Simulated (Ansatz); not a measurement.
# Random wurtzite alloy of AlN and GaN (72 atoms) in motion

Aim: follow random wurtzite alloy of AlN and GaN (72 atoms) for a short time with forces from DFT, then look at structure and electrons in the last frame.

Program: Ansatz 0.2.0. Level of theory: Kohn-Sham DFT, revPBE, PAW (set soft_2), plane waves. Results are calculated unless marked as measured.

### 1. The starting structure

The cell holds 72 atoms: 22 Ga, 36 N and 14 Al. Cell: a = 9.477 Å, b = 9.477 Å, c = 10.212 Å, α = 90.0°, β = 90.0°, γ = 120.0°. It derives from AlN (wurtzite) and GaN, repeated 3×3×2. Wurtzite AlN, 3 x 3 x 2 conventional cells, 22 of 36 Al sites given to Ga at random (x = 0.611), lattice by Vegard's rule (a = 3.159 Å, c = 5.106 Å); not relaxed, displaced by a Gaussian of 0.02 Å.

Before any run, some limits are plain. The host structure and its lattice constant were typed by rule, without a check against the phase diagram. Sampling is at Γ alone, for a cell whose shortest periodic width is 8 Å.

### 2. Dynamics at 300 K

A Nosé–Hoover thermostat steers the temperature while disturbing the dynamics little. The time step is 1.0 fs.

input.yaml

```yaml
crystal:
  lattice:
    - [9.4773, 0.0, 0.0]
    - [-4.73865, 8.20758, 0.0]
    - [0.0, 0.0, 10.2122]
  atoms:
    - { symbol: Ga, position: [0.00175, 0.0021, 0.00106] }
    - { symbol: "N", position: [0.11097, 0.22509, 0.06092] }
    - { symbol: Al, position: [0.11106, 0.22216, 0.24813] }
    - { symbol: "N", position: [0.99677, 0.00157, 0.3094] }
    [... 62 atom lines left out ...]
    - { symbol: Ga, position: [0.77633, 0.88646, 0.24942] }
    - { symbol: "N", position: [0.66814, 0.66565, 0.31033] }
    - { symbol: Al, position: [0.66676, 0.66092, 0.50285] }
    - { symbol: "N", position: [0.78006, 0.88809, 0.55681] }
    - { symbol: Ga, position: [0.77718, 0.88965, 0.74875] }
    - { symbol: "N", position: [0.66422, 0.66569, 0.81059] }
kpoints:
  mp_grid: { grid: [1, 1, 1] }
hamiltonian:
  xc: revpbe
scf:
  occupations: { method: fermi_dirac, width: 0.025 }
output:
  forces: true
md:
  timestep: 1.0
  n_steps: 378
  ensemble: nvt_nose_hoover
  temperature: 300
  initial_velocities: maxwell_boltzmann
  seed: 4249
```

Run with:

```
> ansatz run input.yaml --threads 4 --pin off --max-ram 8192MiB --backend cpu --events-out ev --progress --plain --runs-dir out
```

The job ended after 20 min (4 threads of Arm Neoverse V2, shared host; peak memory 1.2 GiB; 76 min of CPU time).

The program notes that it switched symmetry off.

Rows from the run:

```tsv
time (fs)	T (K)	potential (meV/atom)	conserved (meV/atom)
0.0	300	0.0	0.00
25.0	223	10.0	0.02
50.0	264	5.7	0.00
76.0	255	8.8	0.01
101.0	245	12.5	0.02
126.0	277	10.8	0.03
151.0	261	14.4	0.03
176.0	255	16.3	0.04
202.0	321	8.8	0.02
227.0	287	13.8	0.01
252.0	317	10.7	0.01
277.0	290	15.0	0.02
302.0	334	10.2	0.02
328.0	274	18.4	0.04
353.0	299	15.6	0.03
378.0	327	12.6	0.02
```

Mean square displacement from the first frame to the last: Ga 0.0078 Å², N 0.013 Å², Al 0.0049 Å².

Table of mean square displacement by time lag:

```tsv
time lag (fs)	Al (Å²)	Ga (Å²)	N (Å²)
1.0	2.6e-5	7.5e-6	5.9e-5
8.0	0.00157	4.7e-4	0.00349
16.0	0.00549	0.00177	0.0110
24.0	0.0100	0.00364	0.0165
32.0	0.0136	0.00579	0.0162
40.0	0.0158	0.00794	0.0120
48.0	0.0169	0.00992	0.00867
55.0	0.0173	0.0114	0.00944
63.0	0.0172	0.0128	0.0139
71.0	0.0165	0.0138	0.0184
79.0	0.0153	0.0143	0.0196
87.0	0.0143	0.0144	0.0173
95.0	0.0138	0.0142	0.0140
102.0	0.0138	0.0138	0.0125
110.0	0.0142	0.0132	0.0131
118.0	0.0142	0.0125	0.0150
126.0	0.0136	0.0119	0.0163
134.0	0.0125	0.0112	0.0162
142.0	0.0114	0.0106	0.0149
149.0	0.0104	0.0101	0.0134
157.0	0.00975	0.00957	0.0120
165.0	0.00967	0.00908	0.0113
173.0	0.0103	0.00867	0.0116
181.0	0.0113	0.00834	0.0127
189.0	0.0124	0.00808	0.0137
```

Over the second half of 378 fs the temperature averages 302 K with swings of 24 K r.m.s. The conserved energy stays within 0.05 meV/atom. From first frame to last N has the largest mean square displacement, 0.013 Å² at the end; the farthest move is 0.20 Å. Over this window the atoms only vibrate about their places. The run spans 0.38 ps, too short for its means to be equilibrium values.

### 3. Distances and neighbours late in the run

The g(r) is a mean over the second half; what follows it is taken at the last frame.

Density 5.05 g/cm³, 11.03 Å³ an atom.

Mean of 14 frames. g(r), total and by pair (bins of 0.2 Å):

```tsv
r (Å)	total	N-N	N-Ga	N-Al	Ga-Ga	Ga-Al	Al-Al
1.70	0.02	0.00	0.00	0.09	0.00	0.00	0.00
1.90	4.27	0.00	7.89	9.58	0.00	0.00	0.00
2.10	0.43	0.00	1.36	0.11	0.00	0.00	0.00
2.30	0.00	0.00	0.00	0.00	0.00	0.00	0.00
2.50	0.00	0.00	0.00	0.00	0.00	0.00	0.00
2.70	0.00	0.00	0.00	0.00	0.00	0.00	0.00
2.90	0.13	0.42	0.01	0.05	0.02	0.06	0.21
3.10	4.30	7.52	0.57	0.52	8.34	8.54	9.25
3.30	1.31	2.68	0.29	0.31	2.23	1.98	1.43
3.50	0.26	0.02	0.50	0.50	0.00	0.00	0.00
3.70	2.38	0.00	4.75	4.80	0.00	0.00	0.00
3.90	0.25	0.00	0.51	0.47	0.00	0.00	0.00
4.10	0.00	0.00	0.00	0.00	0.00	0.00	0.00
4.30	0.56	0.74	0.40	0.53	0.51	0.65	0.58
4.50	2.00	1.83	2.10	1.99	2.05	2.13	1.80
4.70	0.44	0.09	0.76	0.93	0.01	0.01	0.06
4.90	1.31	0.07	2.63	2.44	0.02	0.05	0.07
5.10	0.32	0.53	0.07	0.11	0.64	0.53	0.58
5.30	0.54	1.27	0.00	0.00	0.73	1.06	0.77
5.50	2.08	3.84	0.02	0.01	4.09	4.98	3.37
5.70	0.69	0.29	1.24	1.14	0.03	0.06	0.07
5.90	1.44	1.38	1.44	1.53	1.42	1.34	1.59
6.10	1.01	1.59	0.45	0.46	1.63	1.41	1.64
6.30	1.11	1.05	1.08	1.08	1.27	1.23	1.12
6.50	1.04	0.20	2.04	1.80	0.04	0.10	0.17
6.70	1.09	0.00	2.08	2.33	0.00	0.00	0.00
6.90	0.50	0.57	0.53	0.45	0.37	0.47	0.35
7.10	1.26	1.46	0.96	0.97	1.65	1.75	1.55
```

Bonds by pair of elements; cutoffs follow the first minimum of g(r), held within bounds set by covalent radii, and pairs that aren't listed don't count as bonded:

```tsv
pair A-B	cutoff (Å)	bonds	mean length (Å)	spread (Å)	shortest (Å)	B about A	A about B
N-Ga	2.43	88	1.96	0.048	1.86	2.44	4
N-Al	2.38	56	1.89	0.047	1.8	1.56	4
```

How many atoms have how many bonded neighbours:

```tsv
element	mean	4
Al	4	14
Ga	4	22
N	4	36
```

Bond angles, per cent of each kind in bins of 5°:

```tsv
angle (°)	N-Ga-N	Al-N-Ga	N-Al-N	Ga-N-Ga	Al-N-Al
95–100	0.0	0.0	1.2	0.0	0.0
100–105	6.8	6.9	9.5	18.5	3.0
105–110	55.3	51.0	42.9	58.0	21.2
110–115	33.3	38.2	45.2	22.2	63.6
115–120	4.5	3.9	1.2	1.2	12.1
```

Bond angles (no mean is given where the spread exceeds 20°):

```tsv
angle	count	mean (°)	spread (°)
N-Ga-N	132	109	3.1
Al-N-Ga	102	110	3.2
N-Al-N	84	109	3.4
Ga-N-Ga	81	108	3
Al-N-Al	33	112	2.9
```

Rings of the network by King's shortest-path rule, up to 12 atoms, one path for each pair of neighbours; H, halogens, alkali and alkaline-earth atoms are left out, and the last column divides by all other atoms, bonded or not:

```tsv
ring size (atoms)	rings	per network atom
6	142	1.97
```

For some of the pairs, g(r) has its first main peak near 3.14 Å (N-N), 1.95 Å (N-Ga), 1.89 Å (N-Al), 3.16 Å (Ga-Ga), 3.14 Å (Ga-Al) and 3.14 Å (Al-Al). Counting bonds as in the table, all Al atoms have 4, all Ga atoms have 4 and all N atoms have 4 bonded neighbours. The N-Ga-N angle averages 109° with a spread of 3°. All rings counted have 6 atoms.

### 4. Single point at the last frame

The last frame is solved again with fuller output, to read the electronic structure of a thermally displaced geometry.

input.yaml

```yaml
crystal:
  lattice:
    - [9.4773, 0.0, 0.0]
    - [-4.73865, 8.20758, 0.0]
    - [0.0, 0.0, 10.2122]
  atoms:
    - { symbol: Ga, position: [0.00345, 0.00285, 0.99382] }
    - { symbol: "N", position: [0.11282, 0.22404, 0.06085] }
    - { symbol: Al, position: [0.09862, 0.21699, 0.25306] }
    - { symbol: "N", position: [0.00584, 0.00302, 0.30426] }
    [... 62 atom lines left out ...]
    - { symbol: Ga, position: [0.77248, 0.8826, 0.24746] }
    - { symbol: "N", position: [0.65557, 0.64434, 0.31297] }
    - { symbol: Al, position: [0.67006, 0.66228, 0.50524] }
    - { symbol: "N", position: [0.78074, 0.88398, 0.55957] }
    - { symbol: Ga, position: [0.77114, 0.8825, 0.74785] }
    - { symbol: "N", position: [0.67137, 0.65788, 0.8093] }
kpoints:
  mp_grid: { grid: [1, 1, 1] }
hamiltonian:
  xc: revpbe
scf:
  occupations: { method: fermi_dirac, width: 0.025 }
output:
  forces: true
  stress: true
  populations: true
  dos:
    method: { smearing: { sigma: 0.1 } }
    de: 0.1
    projected: { site_lists: { Al: [Al], Ga: [Ga], "N": ["N"] } }
  eigenvalues: true
  write_density: true
  write_potential: true
  volumetric_format: npy
  elf: true
```

Elapsed: 10 s, on 4 threads; peak memory 1.1 GiB.

Numbers from this run:

* free energy: -104780.1639 eV
* free energy per atom: -1455.2801 eV/atom
* SCF cycles: 9
* pressure: 8.803 GPa
* r.m.s. force component: 0.7627 eV/Å
* longest force: 2.896 eV/Å
* Fermi energy: 10.26 eV
* gap (highest filled to lowest empty level): 2.593 eV
* spilling of the projection: 0.003464

Length of the force by element:

```tsv
element	coordination	atoms	mean length of the force (eV/Å)	spread	least	most
Al	all	14	1.33	0.543	0.507	2.90
Ga	all	22	1.10	0.417	0.429	1.97
N	all	36	1.25	0.529	0.393	2.52
```

Löwdin charges by element (they lack the spilled electrons, 0.024 e an atom on average):

```tsv
element	coordination	atoms	mean charge (e)	spread	least	most
Al	all	14	1.15	0.0122	1.13	1.17
Ga	all	22	0.783	0.0115	0.761	0.806
N	all	36	-0.876	0.0712	-1.06	-0.752
```

Charge against the make-up of the first shell:

```tsv
Al neighbours of N	atoms	mean charge (e)
0	6	-0.76
1	10	-0.839
2	15	-0.909
3	4	-0.974
4	1	-1.06
```

Density of states as counts of states in windows of 1 eV (from the Fermi level), total and the larger projections:

```tsv
from (eV)	to (eV)	total	N p	Ga p	Ga s	Al p	N s	Ga d
-18	-17	2.0	0.0	0.0	0.6	0.0	1.0	0.0
-17	-16	31.2	0.1	3.9	1.8	1.4	13.0	10.1
-16	-15	36.7	0.2	2.2	0.9	2.8	13.6	16.3
-15	-14	172.3	2.3	1.0	0.6	1.3	3.3	163.5
-14	-13	36.0	0.6	2.8	0.9	1.8	9.3	20.1
-13	-12	13.8	0.1	1.5	0.2	0.4	5.0	6.6
-12	-9	0.0	0.0	0.0	0.0	0.0	0.0	0.0
-9	-8	1.8	0.9	0.2	0.4	0.1	0.0	0.0
-8	-7	11.2	6.2	0.5	3.5	0.3	0.3	0.1
-7	-6	44.6	25.9	4.3	6.5	2.4	2.4	0.5
-6	-5	27.0	17.1	3.5	1.3	2.0	1.2	0.3
-5	-4	17.4	12.3	1.6	0.6	0.9	0.9	0.3
-4	-3	42.6	33.8	4.4	0.4	2.6	0.4	0.5
-3	-2	51.6	43.6	4.5	0.2	2.0	0.1	0.7
-2	-1	19.7	17.9	0.9	0.0	0.2	0.0	0.4
-1	1	0.0	0.0	0.0	0.0	0.0	0.0	0.0
1	2	2.0	0.1	0.0	0.7	0.0	0.9	0.0
2	3	0.0	0.0	0.0	0.0	0.0	0.0	0.0
3	4	31.8	4.4	8.6	4.8	4.5	6.4	0.1
4	5	25.1	2.7	6.7	3.9	3.9	4.4	0.0
```

The levels nearest the highest filled one (over half full), pooled over k-points and spins:

```tsv
level less the highest filled one (eV)	occupation
-0.517	2
-0.361	2
-0.281	2
-0.0836	2
-0.0377	2
0	2
2.59	0
4.51	0
4.65	0
4.70	0
4.73	0
4.78	0
```

Mean Löwdin charges: Al +1.15, Ga +0.78, N -0.88 e (they miss 0.35 % of the electrons, so they add up to more than the cell's charge). The charge on N changes by -0.072 e for each Al neighbour that takes the place of another kind, on average. The largest share in the top eV of filled states is N p (90 % of the projected weight), and in the lowest eV of empty states N s (45 % of the projected weight).

### 5. Results

```
mean temperature, second half                                : 302.3 K
temperature swing, second half                               : 24.32 K
slope of the conserved energy against time, by least squares : 0.05 meV/atom/ps
free energy per atom                                         : -1455.2801 eV/atom
density                                                      : 5.05 g/cm³
pressure                                                     : 8.803 GPa
r.m.s. force component                                       : 0.7627 eV/Å
gap (highest filled to lowest empty level)             : 2.593 eV
wall time of the 2 DFT runs                                  : 20 min
```

**Reading.** Over the second half of 378 fs the temperature averages 302 K with swings of 24 K r.m.s. The conserved energy stays within 0.05 meV/atom. The run spans 0.38 ps, too short for its means to be equilibrium values. Counting bonds as in the table, all Al atoms have 4, all Ga atoms have 4 and all N atoms have 4 bonded neighbours. Between filled and empty levels lie 2.59 eV at Γ alone; the mesh holds the band edges only if they fold onto it, so the gap at this level can be narrower or closed, while semilocal functionals tend to narrow gaps against experiment.

What to keep in mind: The pressure of 8.8 GPa is that of one thermal frame at a volume set beforehand, without the kinetic term.

[Logs are printed without paths, hosts, clocks, repeated set-up lines and the standing remarks that a program may print on its own settings, such as how far it seeks lower states.]

[Hosts, paths, dates, database ids (printed as entryN), source tags and the programs' standing remarks are cut or masked in the printed files.]
